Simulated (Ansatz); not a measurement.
## GaN (F-43m):O_i (void), thermodynamic levels from a 54-atom cell

Wanted: the transition levels of a interstitial in GaN (F-43m), from a cell of 54 host atoms with 1 O put in.

Program: Ansatz 0.2.0. Level of theory: place-levels on r2SCAN runs: charge-transition levels and formation energies with image-charge correction and potential alignment at the atomic sites; PAW set soft_1. Results are calculated unless marked as measured.

### Step 1. The structure

The cell holds 55 atoms: 27 Ga, 27 N and 1 O. Its edges and angles: a = 9.542 Å, b = 9.542 Å, c = 9.542 Å, α = 60.0°, β = 60.0°, γ = 60.0°. It derives from GaN (space group F-43m). Nearest the centre at fractional (0.250, 0.250, 0.917): O55 at 0.00 Å, Ga25 at 1.95 Å, Ga7 at 1.95 Å, Ga19 at 1.95 Å, Ga29 at 1.95 Å, N20 at 2.25 Å, N8 at 2.25 Å, N2 at 2.25 Å.

Coordinates:

```xyz
55
Lattice="0.0000 6.7473 6.7473 6.7473 0.0000 6.7473 6.7473 6.7473 0.0000" Properties=species:S:1:pos:R:3 pbc="T T T"
Ga    0.0000    0.0000    0.0000
N     1.1245    1.1245    1.1245
Ga    2.2491    2.2491    0.0000
N     3.3736    3.3736    1.1245
Ga    4.4982    4.4982    0.0000
N     5.6227    5.6227    1.1245
Ga    2.2491    0.0000    2.2491
N     3.3736    1.1245    3.3736
Ga    4.4982    2.2491    2.2491
N     5.6227    3.3736    3.3736
Ga    6.7473    4.4982    2.2491
N     7.8718    5.6227    3.3736
Ga    4.4982    0.0000    4.4982
N     5.6227    1.1245    5.6227
Ga    6.7473    2.2491    4.4982
N     7.8718    3.3736    5.6227
Ga    8.9964    4.4982    4.4982
N    10.1209    5.6227    5.6227
Ga    0.0000    2.2491    2.2491
N     1.1245    3.3736    3.3736
Ga    2.2491    4.4982    2.2491
N     3.3736    5.6227    3.3736
Ga    4.4982    6.7473    2.2491
N     5.6227    7.8718    3.3736
Ga    2.2491    2.2491    4.4982
N     3.3736    3.3736    5.6227
Ga    4.4982    4.4982    4.4982
N     5.6227    5.6227    5.6227
Ga    6.7473    6.7473    4.4982
N     7.8718    7.8718    5.6227
Ga    4.4982    2.2491    6.7473
N     5.6227    3.3736    7.8718
Ga    6.7473    4.4982    6.7473
N     7.8718    5.6227    7.8718
Ga    8.9964    6.7473    6.7473
N    10.1209    7.8718    7.8718
Ga    0.0000    4.4982    4.4982
N     1.1245    5.6227    5.6227
Ga    2.2491    6.7473    4.4982
N     3.3736    7.8718    5.6227
Ga    4.4982    8.9964    4.4982
N     5.6227   10.1209    5.6227
Ga    2.2491    4.4982    6.7473
N     3.3736    5.6227    7.8718
Ga    4.4982    6.7473    6.7473
N     5.6227    7.8718    7.8718
Ga    6.7473    8.9964    6.7473
N     7.8718   10.1209    7.8718
Ga    4.4982    4.4982    8.9964
N     5.6227    5.6227   10.1209
Ga    6.7473    6.7473    8.9964
N     7.8718    7.8718   10.1209
Ga    8.9964    8.9964    8.9964
N    10.1209   10.1209   10.1209
O     7.8718    7.8718    3.3736
```

Screening for the image-charge correction: ε∞ = 6.00, ε0 = 10.56, computed on the host (DFPT, PBEsol, on the r2SCAN cell), and a cell off the functional's own equilibrium shifts the ionic part.

The cell's shortest repeat is 9.5 Å.

### Step 2. The runs of each charge state

Levels follow from differences of total energies between charge states, each relaxed by itself.

Random displacements of about 0.05 Å break the site symmetry at the start, so that the relaxation can reach a distorted minimum if there is one. Forces are taken on a 2×2×2 shifted mesh. The cell holds 2 electrons more than the neutral one, with a uniform background that keeps it neutral on the whole.

The sampling was tested on the host first: at the k-points planned (1x1x1 shifted 0.25 0.25 0.25) its energy lies 0.067 eV an atom from the dense-mesh value, so the final energies take a denser sampling.

One of the inputs; charge, spin and start change from state to state.

qm2.relax/input.yaml reads:

```yaml
crystal:
  lattice:
    - [0.0, 6.74729083, 6.74729083]
    - [6.74729083, 0.0, 6.74729083]
    - [6.74729083, 6.74729083, 0.0]
  atoms:
    - { symbol: Ga, position: [0.0, 0.0, 0.0] }
    - { symbol: "N", position: [0.08333333, 0.08333333, 0.08333333] }
    - { symbol: Ga, position: [0.0, 0.0, 0.33333333] }
    - { symbol: "N", position: [0.08333333, 0.08333333, 0.41666667] }
    - { symbol: Ga, position: [0.0, 0.0, 0.66666667] }
    - { symbol: "N", position: [0.08333333, 0.08333333, 0.75] }
    - { symbol: Ga, position: [0.0, 0.33333333, 0.0] }
    - { symbol: "N", position: [0.08333333, 0.41666667, 0.08333333] }
    - { symbol: Ga, position: [0.0, 0.33333333, 0.33333333] }
    - { symbol: "N", position: [0.08333333, 0.41666667, 0.41666667] }
    - { symbol: Ga, position: [0.0, 0.33333333, 0.66666667] }
    - { symbol: "N", position: [0.08333333, 0.41666667, 0.75] }
    - { symbol: Ga, position: [0.0, 0.66666667, 0.0] }
    - { symbol: "N", position: [0.08333333, 0.75, 0.08333333] }
    - { symbol: Ga, position: [0.0, 0.66666667, 0.33333333] }
    - { symbol: "N", position: [0.08333333, 0.75, 0.41666667] }
    - { symbol: Ga, position: [0.0, 0.66666667, 0.66666667] }
    - { symbol: "N", position: [0.08333333, 0.75, 0.75] }
    - { symbol: Ga, position: [0.33333333, 0.0, 0.0] }
    - { symbol: "N", position: [0.41666667, 0.08333333, 0.08333333] }
    - { symbol: Ga, position: [0.33333333, 0.0, 0.33333333] }
    - { symbol: "N", position: [0.41666667, 0.08333333, 0.41666667] }
    - { symbol: Ga, position: [0.33333333, 0.0, 0.66666667] }
    - { symbol: "N", position: [0.41666667, 0.08333333, 0.75] }
    - { symbol: Ga, position: [0.33333333, 0.33333333, 0.0] }
    - { symbol: "N", position: [0.41666667, 0.41666667, 0.08333333] }
    - { symbol: Ga, position: [0.33333333, 0.33333333, 0.33333333] }
    - { symbol: "N", position: [0.41666667, 0.41666667, 0.41666667] }
    - { symbol: Ga, position: [0.33333333, 0.33333333, 0.66666667] }
    - { symbol: "N", position: [0.41666667, 0.41666667, 0.75] }
    - { symbol: Ga, position: [0.33333333, 0.66666667, 0.0] }
    - { symbol: "N", position: [0.41666667, 0.75, 0.08333333] }
    - { symbol: Ga, position: [0.33333333, 0.66666667, 0.33333333] }
    - { symbol: "N", position: [0.41666667, 0.75, 0.41666667] }
    - { symbol: Ga, position: [0.33333333, 0.66666667, 0.66666667] }
    - { symbol: "N", position: [0.41666667, 0.75, 0.75] }
    - { symbol: Ga, position: [0.66666667, 0.0, 0.0] }
    - { symbol: "N", position: [0.75, 0.08333333, 0.08333333] }
    - { symbol: Ga, position: [0.66666667, 0.0, 0.33333333] }
    - { symbol: "N", position: [0.75, 0.08333333, 0.41666667] }
    - { symbol: Ga, position: [0.66666667, 0.0, 0.66666667] }
    - { symbol: "N", position: [0.75, 0.08333333, 0.75] }
    - { symbol: Ga, position: [0.66666667, 0.33333333, 0.0] }
    - { symbol: "N", position: [0.75, 0.41666667, 0.08333333] }
    - { symbol: Ga, position: [0.66666667, 0.33333333, 0.33333333] }
    - { symbol: "N", position: [0.75, 0.41666667, 0.41666667] }
    - { symbol: Ga, position: [0.66666667, 0.33333333, 0.66666667] }
    - { symbol: "N", position: [0.75, 0.41666667, 0.75] }
    - { symbol: Ga, position: [0.66666667, 0.66666667, 0.0] }
    - { symbol: "N", position: [0.75, 0.75, 0.08333333] }
    - { symbol: Ga, position: [0.66666667, 0.66666667, 0.33333333] }
    - { symbol: "N", position: [0.75, 0.75, 0.41666667] }
    - { symbol: Ga, position: [0.66666667, 0.66666667, 0.66666667] }
    - { symbol: "N", position: [0.75, 0.75, 0.75] }
    - { symbol: O, position: [0.25, 0.25, 0.916667] }
  host:
    repeats: [3, 3, 3]
    atoms:
      - { symbol: Ga, position: [0.0, 0.0, 0.0] }
      - { symbol: "N", position: [0.25, 0.25, 0.25] }
total_charge: -2
basis:
  ecutwfc: 500
  xc_grid: 2
hamiltonian:
  xc: r2scan
  pseudopotentials: { kind: paw, azcp: { folder: soft_1 } }
kpoints:
  mp_grid: { grid: [2, 2, 2], shift: [0.5, 0.5, 0.5] }
scf:
  occupations: { method: fixed }
  max_iter: 100
output:
  forces: true
  charged_corrections:
    epsilon: 6.0
    static_epsilon: 10.56
    defect_position: [0.25, 0.25, 0.916667]
relax:
  f_tol: 0.02
  max_steps: 80
  random_displacement: { amplitude: 0.05, seed: 8834 }
checkpoint:
  write: "../qm2.relax.run"
  compress: false
  write_wavefunctions: true
  write_every: 100000
```

The run is started by

```
ansatz run input.yaml --threads 4 --pin off --max-ram 7536MiB --backend cpu --events-out ev --progress --plain --runs-dir out
```

The run of this state that the levels use, under r2SCAN:

qm2.point/input.yaml reads:

```yaml
crystal:
  checkpoint: "../qm2.relax.run"
  host: checkpoint
total_charge: -2
basis:
  ecutwfc: 500
  xc_grid: 2
hamiltonian:
  xc: r2scan
  pseudopotentials: { kind: paw, azcp: { folder: soft_1 } }
kpoints:
  mp_grid: { grid: [2, 2, 2], shift: [0.5, 0.5, 0.5] }
scf:
  occupations: { method: fixed }
  max_iter: 100
output:
  forces: true
  eigenvalues: true
  charged_corrections:
    epsilon: 6.0
    static_epsilon: 10.56
    defect_position: [0.25, 0.25, 0.916667]
  eigenstates: { localisation: true }
  populations: true
  band_densities: [{ bands: [v1, v1] }, { bands: [c1, c1] }]
  write_density: true
  write_potential: true
  volumetric_format: npy
checkpoint:
  read: "../qm2.relax.run"
  write: "../qm2.point.run"
  compress: false
  write_wavefunctions: false
  write_every: 100000
```

Relaxations under r2SCAN at a 2×2×2 shifted mesh; times on 4 threads of Arm Neoverse N1, shared host:

```
charge  moment (μB)  occupations    outcome  steps  largest displacement against the far atoms (Å)     time
    −2            0        fixed  converged      5                                            0.17  8.6 min
    −1            1        fixed  converged      7                                            0.18   27 min
     0            0        fixed  converged     28                                            1.52   41 min
```

Single points under r2SCAN at a 2×2×2 shifted mesh; times on 4 threads of Arm Neoverse N1, shared host:

```
charge  moment (μB)  occupations    outcome     time
    −2            0        fixed  converged  2.2 min
    −1            1        fixed  converged  3.8 min
     0            0        fixed  converged     98 s
```

Distances (Å) from O55 to the nearest atoms after relaxation with r2SCAN:

| charge | moment (μB) | 1. | 2. | 3. | 4. | 5. | 6. |
| --- | --- | --- | --- | --- | --- | --- | --- |
| −2 | 0 | Ga 1.86 | Ga 1.86 | Ga 1.86 | Ga 1.86 | N 2.42 | N 2.42 |
| −1 | 1 | Ga 1.91 | Ga 1.91 | Ga 1.91 | Ga 1.91 | N 2.30 | N 2.32 |
| 0 | 0 | N 1.46 | Ga 1.78 | Ga 2.10 | N 2.40 | Ga 2.40 | N 2.65 |

### Step 3. Placing the levels, r2SCAN

A charged cell interacts with its images and the background, and its potential has another zero than the host's. place-levels removes the first by a point-charge model, screened by the static dielectric constant since the ions have relaxed around the charge, and the second by comparing potentials at atoms far from the defect.

The host is a run of the defect-free crystal in the same cutoffs, grids and k-points, so that basis and sampling errors cancel in part in the differences. The host is run in a cell of 2 atoms on a matching mesh. Its band edges are searched through the zone by a band path, so the gap is smaller than, or equal to, that on the mesh. Chemical potentials are energies per atom of O (O2 molecule), run with the same functional and cutoff.

levels.point.yaml reads:

```yaml
host:
  run: host.point.run
states: [qm2.point.run, qm1_M1.point.run, q0.point.run]
geometry_from:
  qm2.point.run: qm2.relax.run
  qm1_M1.point.run: qm1_M1.relax.run
  q0.point.run: q0.relax.run
  host.point.run: host.relax.run
chemical_potentials:
  O:
    energy: -565.989614
    dataset: <sha256 of the dataset>
epsilon: 6.0
static_epsilon: 10.56
vertical:
  - { from: qm2.point.run, to: qm2.point_neutral.run }
```

The run is started by

```
ansatz place-levels levels.point.yaml -- --threads 4 --pin off --max-ram 7536MiB
```

Numbers of over 12 decimals in the logs are rounded to 6 here.

The log of the run:

```text
[... repeated set-up lines and file paths are left out, and long positions are rounded to six places ...]
(0/-1) 2.453 eV above the valence edge, in the conduction band; not on the lower envelope
(-1/-2) 1.329 eV above the valence edge, 0.839 eV under the conduction edge; not on the lower envelope
(0/-2) 1.891 eV above the valence edge, 0.278 eV under the conduction edge: charges between them are lowest nowhere
formation energy of charge 0: +2.278 eV with the Fermi level at the valence edge
formation energy of charge -1: +4.731 eV with the Fermi level at the valence edge
formation energy of charge -2: +6.059 eV with the Fermi level at the valence edge
vertical -2 to 0: no energy, since no alignment is typed
  the change from vertical[0].from (qm2.point.run) to vertical[0].to (qm2.point_neutral.run): by its potential at epsilon 6 it stands at 0.265 0.266 0.932, with an rms radius of about 3.1 Å (1.8 1.8 1.8 Å across the planes of the cell's vectors); [...]
  edges by r2scan, gap 2.168 eV; the host is sampled to repeats of 19.08 Å
  the defect's cells are sampled to repeats of 19.08 Å, like sampling
  charge 0: +0.085 eV for its dipole among its images, +0.000 omitted
  charge -1: -113313.9681 eV with its correction of +0.105 eV, at epsilon 10.56, aligned at sites: +0.1271 eV, mean over 24 atomic sites at or beyond 4.77 Å from the defect at [0.2500, 0.2500, 0.9167], with -0.000000 for the charge's moments and without [...]
  charge -2: -113303.1896 eV with its correction of +0.647 eV, at epsilon 10.56, aligned at sites: +0.1399 eV, mean over 24 atomic sites at or beyond 4.77 Å from the defect at [0.2500, 0.2500, 0.9167], with +0.000000 for the charge's moments and without [...]
  of states[2] (q0.point.run): the far atoms show a dipole or second moment of the defect's charge, for which the correction takes or leaves out 0.085 eV: further moments aren't read, and the relaxed atoms' own pattern can pass for one, so compare a larger [...]
  of states[1] (qm1_M1.point.run): how wide its charge is, is not read beside other atoms or cores, and a band state would take no correction. [...]
  of states[0] (qm2.point.run): it parts from the run at its places by a charge that spreads by about 1.8 Å along one vector (1.3 Å or more is wide), by its potential at epsilon 6, taken for that of held ions (one typed too small widens it), where the cell [...]
  of vertical[0].from (qm2.point.run): it parts from the run at its places by a charge that spreads by about 1.8 Å along one vector (1.3 Å or more is wide), by its potential at epsilon 6, taken for that of held ions (one typed too small widens it), where the [...]
  of vertical[0].to (qm2.point_neutral.run): band_overlap_at_count; unresolved_pair_at_count
```

It took 0.4 s on 4 threads of Arm Neoverse N1, shared host.

Levels between the charges placed, in eV above the valence top:

|  | gap (eV) | (0/−1) | (−1/−2) |
| --- | --- | --- | --- |
| r2SCAN | 2.17 | 2.45 | 1.33 |

Corrections by state:

| charge | moment (μB) | image terms and alignment (eV) | band filling (eV) | ε used | over the lowest of its charge, as the program ranks them, band filling apart (eV) |
| --- | --- | --- | --- | --- | --- |
| 0 | 0.0 | 0.085 | - | - | 0.000 |
| −1 | 1.0 | 0.105 | - | 10.56 | 0.000 |
| −2 | 0.0 | 0.647 | - | 10.56 | 0.000 |

The charged structures listed were also run neutral, and place-levels reads from each pair, by the potential or the spins, how wide the charge is by which they differ; that can be the carrier of either run.

```
charge  rms radius (Å)  spread where it is widest against the cell (Å)  wide from (Å)  reading
    −2             3.1                                            1.79           1.35     wide
```

The neutral runs of these pairs need not share the spin of the lowest neutral state, and very wide values only mean spread over the cell.

From the program's caveats on the states, each cut to its opening words:

- charge 0: the far atoms show a dipole or second moment of the defect's charge, for which the correction takes or leaves out 0.085 eV: further moments aren't read, and [...]
- charge 0: its displacements don't fall off away from the defect: farther atoms stand 0.02 Å off the host's places
- charge −1 (1 μB): how wide its charge is, is not read beside other atoms or cores, and a band state would take no correction
- charge −1 (1 μB): its displacements don't fall off away from the defect: farther atoms stand 0.01 Å off the host's places
- charge −1 (1 μB): flagged: stability check not made
- charge −2: it parts from the run at its places by a charge that spreads by about 1.8 Å along one vector (1.3 Å or more is wide), by its potential at epsilon 6, taken for [...]
- charge −2: its alignment with the host at atomic sites is doubtful: the mean over the far sites moves by +0.0671 eV from their farther parts to their nearer, more than [...]

The host's formation energy from the elements is -0.646 eV per atom; it sets how far the chemical potentials can move.

Limit set by the element alone; other compounds of these elements are not counted. Chemical potentials from the elements' reference states: Ga 0.00 eV, N -1.29 eV, O 0.00 eV. Formation energies (Ga-rich), with the Fermi level at the valence top and at the conduction bottom (gap 2.17 eV):

```
charge  at valence top (eV)  at conduction bottom (eV)  correction included (eV)
     0                 2.28                       2.28                      0.08
    −1                 4.73                       2.56                      0.10
    −2                 6.06                       1.72                      0.65
```

Fermi level (eV), lowest formation energy (eV) and a bar from the least value:
```
     0.00       2.28 ##############################
     0.20       2.28 ##############################
     0.39       2.28 ##############################
     0.59       2.28 ##############################
     0.79       2.28 ##############################
     0.98       2.28 ##############################
     1.18       2.28 ##############################
     1.38       2.28 ##############################
     1.58       2.28 ##############################
     1.77       2.28 ##############################
     1.97       2.12 #####################
     2.17       1.72
```

Limit set by the element alone; other compounds of these elements are not counted. Chemical potentials from the elements' reference states: N 0.00 eV, Ga -1.29 eV, O 0.00 eV. Formation energy by charge state (N-rich; gap 2.17 eV):

| charge | at valence top (eV) | at conduction bottom (eV) | correction included (eV) |
| --- | --- | --- | --- |
| 0 | 2.28 | 2.28 | 0.08 |
| −1 | 4.73 | 2.56 | 0.10 |
| −2 | 6.06 | 1.72 | 0.65 |

Fermi level (eV), lowest formation energy (eV) and a bar from the least value:
```
     0.00       2.28 ##############################
     0.20       2.28 ##############################
     0.39       2.28 ##############################
     0.59       2.28 ##############################
     0.79       2.28 ##############################
     0.98       2.28 ##############################
     1.18       2.28 ##############################
     1.38       2.28 ##############################
     1.58       2.28 ##############################
     1.77       2.28 ##############################
     1.97       2.12 #####################
     2.17       1.72
```

### Step 4. Outcome

| Item | Value |
| --- | --- |
| gap of the host | 2.17 eV (r2SCAN) |
| level (0/minus 1) | 2.45 eV above the valence top, past the conduction bottom, not a change between lowest states |
| level (minus 1/minus 2) | 1.33 eV above the valence top, not a change between lowest states |
| level (0/minus 2) | 1.89 eV above the valence top |
| lowest of the charges placed, just above the valence top (0.02 eV) | 0 |
| lowest of the charges placed, just below the conduction bottom (0.02 eV) | −2 |
| lowest formation energy at mid-gap of the charges run, Ga-rich | 2.28 eV |
| lowest formation energy at mid-gap of the charges run, N-rich | 2.28 eV |

What this shows: Of the charges placed (−2, −1 and 0), the lowest changes at 1.89 eV (0/−2) above the valence top, in a gap of 2.17 eV. (0/−2) lies nearer to a band edge than the share of the finite-size correction in it (0.28 eV), and that correction holds for a localised charge alone. (0/−2) passes over charge −1, which lies 0.56 eV above the two there; a lower structure or spin state of it, if missed, would change that. Charges above 0 and below −2 were not placed, so these runs say nothing of levels that involve them. States placed: 0 at 0 μB; −1 at 1 μB; −2 at 0 μB. Other spin states or structures, where not listed, weren't placed. At charge 0 the atom put in ends up to 1.5 Å from its starting place, so the name tells the start alone and the levels can join different sites. O is taken at its element; compounds, which aren't counted here, bound the chemical potentials and would shift these formation energies. The program doubts the alignment of potentials for at least one state, a sign that the cell is small. Limits: r2SCAN makes the gap too small and tends to spread out bound carriers; where a gas molecule sets a chemical potential or the host's formation energy, its binding is uncorrected.

[Logs are printed without paths, hosts, clocks, repeated set-up lines and the standing remarks that a program may print on its own settings, such as how far it seeks lower states.]

[Hosts, paths, dates, database ids (printed as entryN), source tags and the programs' standing remarks are cut or masked in the printed files.]

[Where a table of states has a column of steps, it counts the stored structures, which are thinned; the runs took as many ionic steps or more.]

[A defect's name tells the site on which it was built; relaxed atoms can leave that site.]

[For some hosts the program warned that the k-mesh of the response run may be too coarse for force constants and the static dielectric constant; such warnings are not shown here.]
